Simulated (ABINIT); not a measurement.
# LiSnH3 (Pm-3m): zone-centre phonons, part 2 of 4

Aim: the zone-centre modes of LiSnH3 (Pm-3m).

ABINIT 10.8.3; DFT LDA, scalar-relativistic, plane waves, PseudoDojo norm-conserving pseudopotentials.

So far. Step 5 (Relaxation): The volume changes by -0.8 % in this run and stands -38.5 % from the first cell. Step 6 (Self-consistent run for the response): The cell stands at -0.38 GPa: the relaxation ran with a smoothed and higher cutoff, and the difference is a stress of the finite basis. The relaxed cell has a = 4.083 Å (conventional setting).

The structure was built from a prototype and need not be the compound's stable phase.

### 7. Zone-centre response

At q = 0 one unit cell holds all displacements. The response is solved for single atoms along the cell's directions, and symmetry skips those that follow from others. The crystal is treated as a metal, which screens a static field, so no field response is asked.

dfpt_gamma.abi

```

# common to the responses
getwfk_filepath "gso_WFK"
kptopt 2
nqpt 1
qpt 0.0 0.0 0.0
asr 0
chneut 0

# displacements
rfphon 1
rfatpol 1 5
rfdir 1 1 1
tolvrs 1.0d-10
prtwf 0

# basis, mesh and filling
ecut 33.0
ngkpt 6 6 6
nshiftk 1
shiftk 0.0 0.0 0.0
istwfk *1
occopt 7
tsmear 0.001
nband 17
nstep 100
diemac 9.0
prtebands 0
prtgsr 0

# cell and atoms
acell 7.716026114 7.716026114 7.716026114
rprim 
    1.0 0.0 0.0
    0.0 1.0 0.0
    0.0 0.0 1.0
ntypat 3
znucl 3 50 1
natom 5
typat 1 2 3 3 3
xred 
    0.0 0.0 0.0
    0.5 0.5 0.5
    0.5 0.5 0.0
    0.5 0.0 0.5
    0.0 0.5 0.5
pp_dirpath "./pseudo"
pseudos "Li.upf, Sn.upf, H.upf"
```

On the command line:

```console
> OMP_NUM_THREADS=1 mpirun -n 4 abinit dfpt_gamma.abi > dfpt_gamma.log
```

Numbers of over 12 decimals in the logs are rounded to 6 here.

dfpt_gamma.abo, the main output file:

```text
[banners, grids, parts of the stress and lines that vanish by symmetry left out]
- input  file    -> dfpt_gamma.abi
- output file    -> dfpt_gamma.abo
- root for input  files -> dfpt_gammai
- root for output files -> dfpt_gammao

 Symmetries : space group Pm -3 m (#221); Bravais cP (primitive cubic)
================================================================================
 Values of the parameters that define the memory need of the present run (RF).
     intxc =       0      iscf =       7    lmnmax =       6     lnmax =       6
     mgfft =      40  mpssoang =       3    mqgrid =    3001     natom =       5
  nloc_mem =       1    nspden =       1   nspinor =       1    nsppol =       1
      nsym =      48    n1xccc =    2501    ntypat =       3    occopt =       7
   xclevel =       1
-    mband =          17        mffmem =           1         mkmem =          28
-   mkqmem =          28        mk1mem =          28           mpw =        4224
      nfft =       64000          nkpt =         112
- my_mband =          17
================================================================================
================================================================================

--------------------------------------------------------------------------------
------------- Echo of variables that govern the present computation ------------
--------------------------------------------------------------------------------
-
- outvars: echo of selected default values
-   iomode0 =  0 , fftalg0 =312 , wfoptalg0 =  0
-
- outvars: echo of global parameters not present in the input file
-  max_nthreads =    1
-
 -outvars: echo values of preprocessed input variables
 [... echo left out ...]
================================================================================

 chkinp: Checking input parameters for consistency.

[...]
== DATASET  1 ==================================================================
-   mpi_nproc: 4, omp_nthreads: 1 (-1 if OMP is not activated)

--- !DatasetInfo
iteration_state: {dtset: 1, }
dimensions: {natom: 5, nkpt: 112, mband: 17, nsppol: 1, nspinor: 1, nspden: 1, mpw: 4224, }
cutoff_energies: {ecut:  33.0, pawecutdg:  -1.0, }
electrons: {nelect:   2.00000000E+01, charge:   0.00000000E+00, occopt:   7.00000000E+00, tsmear:   1.00000000E-03, }
meta: {optdriver: 1, rfphon: 1, }
...

 mkfilename: getwfk from: gso_WFK

 Real(R)+Recip(G) space primitive vectors, cartesian coordinates (Bohr,Bohr^-1):
 R(1)=  7.7160261  0.0000000  0.0000000  G(1)=  0.1296004  0.0000000  0.0000000
 R(2)=  0.0000000  7.7160261  0.0000000  G(2)=  0.0000000  0.1296004  0.0000000
 R(3)=  0.0000000  0.0000000  7.7160261  G(3)=  0.0000000  0.0000000  0.1296004
 Unit cell volume ucvol=  4.5938950E+02 bohr^3
 Angles (23,13,12)=  9.00000000E+01  9.00000000E+01  9.00000000E+01 degrees
 setup1 : take into account q-point for computing boxcut.

 getcut: wavevector=  0.0000  0.0000  0.0000  ngfft=  40  40  40
         ecut(hartree)=     33.000   => boxcut(ratio)=   2.00468

--- Pseudopotential description ------------------------------------------------
- pspini: atom type   1  psp file is ./pseudo/Li.upf

- pspini: atom type   2  psp file is ./pseudo/Sn.upf

- pspini: atom type   3  psp file is ./pseudo/H.upf

   7.23162462E+02                                ecore*ucvol(ha*bohr**3)
--------------------------------------------------------------------------------

 ==>  initialize data related to q vector <==

 The list of irreducible perturbations for this q vector is:
    1)    idir= 1    ipert=   1
    2)    idir= 1    ipert=   2
    3)    idir= 1    ipert=   3
    4)    idir= 3    ipert=   3

[...]
The perturbation idir=   2  ipert=   1 is
 symmetric of a previously calculated perturbation.
 So, its SCF calculation is not needed.

 The perturbation idir=   3  ipert=   1 is
 symmetric of a previously calculated perturbation.
 So, its SCF calculation is not needed.

 The perturbation idir=   2  ipert=   2 is
 symmetric of a previously calculated perturbation.
 So, its SCF calculation is not needed.

 The perturbation idir=   3  ipert=   2 is
 symmetric of a previously calculated perturbation.
 So, its SCF calculation is not needed.

[...]
The perturbation idir=   2  ipert=   5 is
 symmetric of a previously calculated perturbation.
 So, its SCF calculation is not needed.

 The perturbation idir=   3  ipert=   5 is
 symmetric of a previously calculated perturbation.
 So, its SCF calculation is not needed.

--------------------------------------------------------------------------------
 Perturbation wavevector (in red.coord.)   0.000000  0.000000  0.000000
 Perturbation : displacement of atom   1   along direction   1
 Found     8 symmetries that leave the perturbation invariant.

[...]
dfpt_looppert : total number of electrons, from k and k+q
  fully or partially occupied states are    2.000000E+01 and    2.000000E+01.
 Initialisation of the first-order wave-functions :
  ireadwf=   0

--- !BeginCycle
iteration_state: {dtset: 1, }
solver: {iscf: 7, nstep: 100, nline: 4, wfoptalg: 0, }
tolerances: {tolvrs: 1.00E-10, }
...

     iter   2DEtotal(Ha)        deltaE(Ha) residm    vres2
-ETOT  1  0.176468     -2.027E+03 2.458E+01 1.087E+02
 ETOT  2 -0.283440     -4.599E-01 1.061E-02 6.040E+00
 ETOT  3 -0.285833     -2.392E-03 1.951E-04 1.937E+00
 ETOT  4 -0.286565     -7.324E-04 3.653E-06 7.371E-02
 ETOT  5 -0.286612     -4.675E-05 8.341E-07 3.626E-03
[...]
At SCF step   10       vres2   =  1.11E-11 < tolvrs=  1.00E-10 =>converged.
[...]
Mean square residual over all n,k,spin=   14.996E-17; max=  69.995E-15

 Thirteen components of 2nd-order total energy (hartree) are
 1,2,3: 0th-order hamiltonian combined with 1st-order wavefunctions
     kin0=   1.96030723E+03 eigvalue=   5.86430217E+02  local=  -5.76416821E+02
 4,5,6: 1st-order hamiltonian combined with 1st and 0th-order wfs
 loc psp =  -1.21261436E+03  Hartree=   4.18815566E+02     xc=  -1.85135489E+02
 note that "loc psp" includes a xc core correction that could be resolved
 7,8,9: eventually, occupation + non-local contributions
    edocc=   5.75432133E+01     enl0=  -2.33788848E+02   enl1=  -2.84289577E+03
 1-9 gives the relaxation energy (to be shifted if some occ is /=2.0)
   erelax=  -2.02775507E+03
 10,11,12 Non-relaxation  contributions : frozen-wavefunctions and Ewald
 fr.local=   5.77526710E+02 fr.nonlo=   1.42225543E+03  Ewald=   2.76863112E+01
 13,14 Frozen wf xc core corrections (1) and (2)
 frxc 1  =   0.00000000E+00  frxc 2 =   0.00000000E+00
 Resulting in :
 2DEtotal=   -0.2866122767E+00 Ha. Also 2DEtotal=   -0.779911736293E+01 eV
    (2DErelax=   -2.0277550674E+03 Ha. 2DEnonrelax=    2.0274684551E+03 Ha)
    (  non-var. 2DEtotal :   -2.8661202567E-01 Ha)

[...]
Perturbation wavevector (in red.coord.)   0.000000  0.000000  0.000000
 Perturbation : displacement of atom   2   along direction   1
 Found     8 symmetries that leave the perturbation invariant.

[...]
dfpt_looppert : total number of electrons, from k and k+q
  fully or partially occupied states are    2.000000E+01 and    2.000000E+01.
 Initialisation of the first-order wave-functions :
  ireadwf=   0

--- !BeginCycle
iteration_state: {dtset: 1, }
solver: {iscf: 7, nstep: 100, nline: 4, wfoptalg: 0, }
tolerances: {tolvrs: 1.00E-10, }
...

     iter   2DEtotal(Ha)        deltaE(Ha) residm    vres2
-ETOT  1   5.251433     -1.980E+04 2.457E+01 3.392E+02
[...]
At SCF step   10       vres2   =  1.77E-11 < tolvrs=  1.00E-10 =>converged.
[...]
Mean square residual over all n,k,spin=   30.833E-17; max=  55.249E-16

 Thirteen components of 2nd-order total energy (hartree) are
 1,2,3: 0th-order hamiltonian combined with 1st-order wavefunctions
     kin0=   2.54294256E+04 eigvalue=   2.44648494E+03  local=  -1.25212604E+04
 4,5,6: 1st-order hamiltonian combined with 1st and 0th-order wfs
 loc psp =  -5.18709331E+03  Hartree=   1.68354325E+03     xc=  -2.82872786E+02
 note that "loc psp" includes a xc core correction that could be resolved
 7,8,9: eventually, occupation + non-local contributions
    edocc=   2.68960803E+01     enl0=   3.02684180E+03   enl1=  -3.44310237E+04
 1-9 gives the relaxation energy (to be shifted if some occ is /=2.0)
   erelax=  -1.98090585E+04
 10,11,12 Non-relaxation  contributions : frozen-wavefunctions and Ewald
 fr.local=   2.45763886E+03 fr.nonlo=   1.71963566E+04  Ewald=   4.56009832E+01
 13,14 Frozen wf xc core corrections (1) and (2)
 frxc 1  =  -7.08811421E+02  frxc 2 =   8.18763227E+02
 Resulting in :
 2DEtotal=    0.4897635170E+00 Ha. Also 2DEtotal=    0.133271442309E+02 eV
    (2DErelax=   -1.9809058492E+04 Ha. 2DEnonrelax=    1.9809548255E+04 Ha)
    (  non-var. 2DEtotal :    4.8976235829E-01 Ha)

[...]
Perturbation wavevector (in red.coord.)   0.000000  0.000000  0.000000
 Perturbation : displacement of atom   3   along direction   1
 Found     4 symmetries that leave the perturbation invariant.

[...]
dfpt_looppert : total number of electrons, from k and k+q
  fully or partially occupied states are    2.000000E+01 and    2.000000E+01.
 Initialisation of the first-order wave-functions :
  ireadwf=   0

--- !BeginCycle
iteration_state: {dtset: 1, }
solver: {iscf: 7, nstep: 100, nline: 4, wfoptalg: 0, }
tolerances: {tolvrs: 1.00E-10, }
...

     iter   2DEtotal(Ha)        deltaE(Ha) residm    vres2
-ETOT  1  0.376556     -5.459E+01 3.213E-01 6.494E+02
[...]
At SCF step   10       vres2   =  1.25E-11 < tolvrs=  1.00E-10 =>converged.
[...]
Mean square residual over all n,k,spin=   10.503E-17; max=  72.930E-15

 Thirteen components of 2nd-order total energy (hartree) are
 1,2,3: 0th-order hamiltonian combined with 1st-order wavefunctions
     kin0=   5.81271814E+01 eigvalue=   1.45561795E+00  local=  -1.31929613E+01
 4,5,6: 1st-order hamiltonian combined with 1st and 0th-order wfs
 loc psp =  -7.92396793E+01  Hartree=   1.22772262E+01     xc=  -7.33090175E+00
 note that "loc psp" includes a xc core correction that could be resolved
 7,8,9: eventually, occupation + non-local contributions
    edocc=   4.07182225E+00     enl0=  -6.37118093E-01   enl1=  -3.03020542E+01
 1-9 gives the relaxation energy (to be shifted if some occ is /=2.0)
   erelax=  -5.47708668E+01
 10,11,12 Non-relaxation  contributions : frozen-wavefunctions and Ewald
 fr.local=   5.54411965E+01 fr.nonlo=   1.53801253E+01  Ewald=  -1.58526603E+01
 13,14 Frozen wf xc core corrections (1) and (2)
 frxc 1  =   0.00000000E+00  frxc 2 =   0.00000000E+00
 Resulting in :
 2DEtotal=    0.1977947837E+00 Ha. Also 2DEtotal=    0.538227025680E+01 eV
    (2DErelax=   -5.4770866757E+01 Ha. 2DEnonrelax=    5.4968661540E+01 Ha)
    (  non-var. 2DEtotal :    1.9779478124E-01 Ha)

[...]
Perturbation wavevector (in red.coord.)   0.000000  0.000000  0.000000
 Perturbation : displacement of atom   3   along direction   3
 Found     8 symmetries that leave the perturbation invariant.

--------------------------------------------------------------------------------

--------------------------------------------------------------------------------

 dfpt_looppert : total number of electrons, from k and k+q
  fully or partially occupied states are    2.000000E+01 and    2.000000E+01.
 Initialisation of the first-order wave-functions :
  ireadwf=   0

--- !BeginCycle
iteration_state: {dtset: 1, }
solver: {iscf: 7, nstep: 100, nline: 4, wfoptalg: 0, }
tolerances: {tolvrs: 1.00E-10, }
...

     iter   2DEtotal(Ha)        deltaE(Ha) residm    vres2
-ETOT  1 -0.253066     -5.931E+01 7.114E-01 3.899E+02
[...]
ETOT  9 -0.423303     -1.101E-12 4.920E-12 2.676E-10
 ETOT 10 -0.423303      2.061E-13 3.802E-13 7.104E-12

 At SCF step   10       vres2   =  7.10E-12 < tolvrs=  1.00E-10 =>converged.
[...]
Mean square residual over all n,k,spin=   68.323E-17; max=  38.016E-14

 Thirteen components of 2nd-order total energy (hartree) are
 1,2,3: 0th-order hamiltonian combined with 1st-order wavefunctions
     kin0=   5.83972986E+01 eigvalue=   1.44579490E+00  local=  -1.42902186E+01
 4,5,6: 1st-order hamiltonian combined with 1st and 0th-order wfs
 loc psp =  -8.69028090E+01  Hartree=   1.43351665E+01     xc=  -8.46891513E+00
 note that "loc psp" includes a xc core correction that could be resolved
 7,8,9: eventually, occupation + non-local contributions
    edocc=   8.84834079E+00     enl0=  -7.83105245E-01   enl1=  -3.20659150E+01
 1-9 gives the relaxation energy (to be shifted if some occ is /=2.0)
   erelax=  -5.94843620E+01
 10,11,12 Non-relaxation  contributions : frozen-wavefunctions and Ewald
 fr.local=  -1.76322885E+01 fr.nonlo=   1.40445029E+01  Ewald=   6.26488448E+01
 13,14 Frozen wf xc core corrections (1) and (2)
 frxc 1  =   0.00000000E+00  frxc 2 =   0.00000000E+00
 Resulting in :
 2DEtotal=   -0.4233027655E+00 Ha. Also 2DEtotal=   -0.115186550514E+02 eV
    (2DErelax=   -5.9484361978E+01 Ha. 2DEnonrelax=    5.9061059213E+01 Ha)
    (  non-var. 2DEtotal :   -4.2330275085E-01 Ha)

[...]
---- first-order wavefunction calculations are completed ----

 ==> Compute Derivative Database <==

 [... matrices left out ...]
  Phonon wavevector (reduced coordinates) :  0.00000  0.00000  0.00000
 Phonon energies in Hartree :
  -2.079765E-03 -2.079765E-03 -2.079765E-03 -8.403492E-04 -8.403492E-04
  -8.403492E-04 -5.832209E-06 -5.832209E-06 -5.832208E-06  1.086514E-03
   1.086514E-03  1.086514E-03  1.804253E-03  1.804253E-03  1.804253E-03
 Phonon frequencies in cm-1    :
- -4.564556E+02 -4.564556E+02 -4.564556E+02 -1.844353E+02 -1.844353E+02
- -1.844353E+02 -1.280022E+00 -1.280022E+00 -1.280022E+00  2.384622E+02
-  2.384622E+02  2.384622E+02  3.959878E+02  3.959878E+02  3.959878E+02

== END DATASET(S) ==============================================================
================================================================================

 -outvars: echo values of variables after computation
            acell      7.7160261140E+00  7.7160261140E+00  7.7160261140E+00 Bohr
           etotal     -4.2330276551E-01
            fcart      0.0000000000E+00  0.0000000000E+00  0.0000000000E+00
           strten      0.0000000000E+00  0.0000000000E+00  0.0000000000E+00
================================================================================
```

The job ended after 99 s (4 MPI ranks of Arm Neoverse V1, shared host).

Numbers from this step:

```
largest acoustic frequency at the zone centre before the sum rule : -1.28 cm⁻¹
highest optical zone-centre mode (no LO-TO term)                  : 396.0 cm⁻¹
lowest optical zone-centre mode                                   : -456.5 cm⁻¹
```

The acoustic modes at Γ come out as far as 1.3 cm⁻¹ from zero, where they should vanish, a small numerical error. The lowest optical mode is imaginary, 456i cm⁻¹, an instability at this level and on this k mesh.

[end of part 2 of 4]

[Host names and launcher messages were left out of these logs when they were recorded.]

[Logs are printed without paths, hosts, clocks, repeated set-up lines and the standing remarks that a program may print on its own settings, such as how far it seeks lower states.]

[Hosts, paths, dates, database ids (printed as entryN), source tags and the programs' standing remarks are cut or masked in the printed files.]
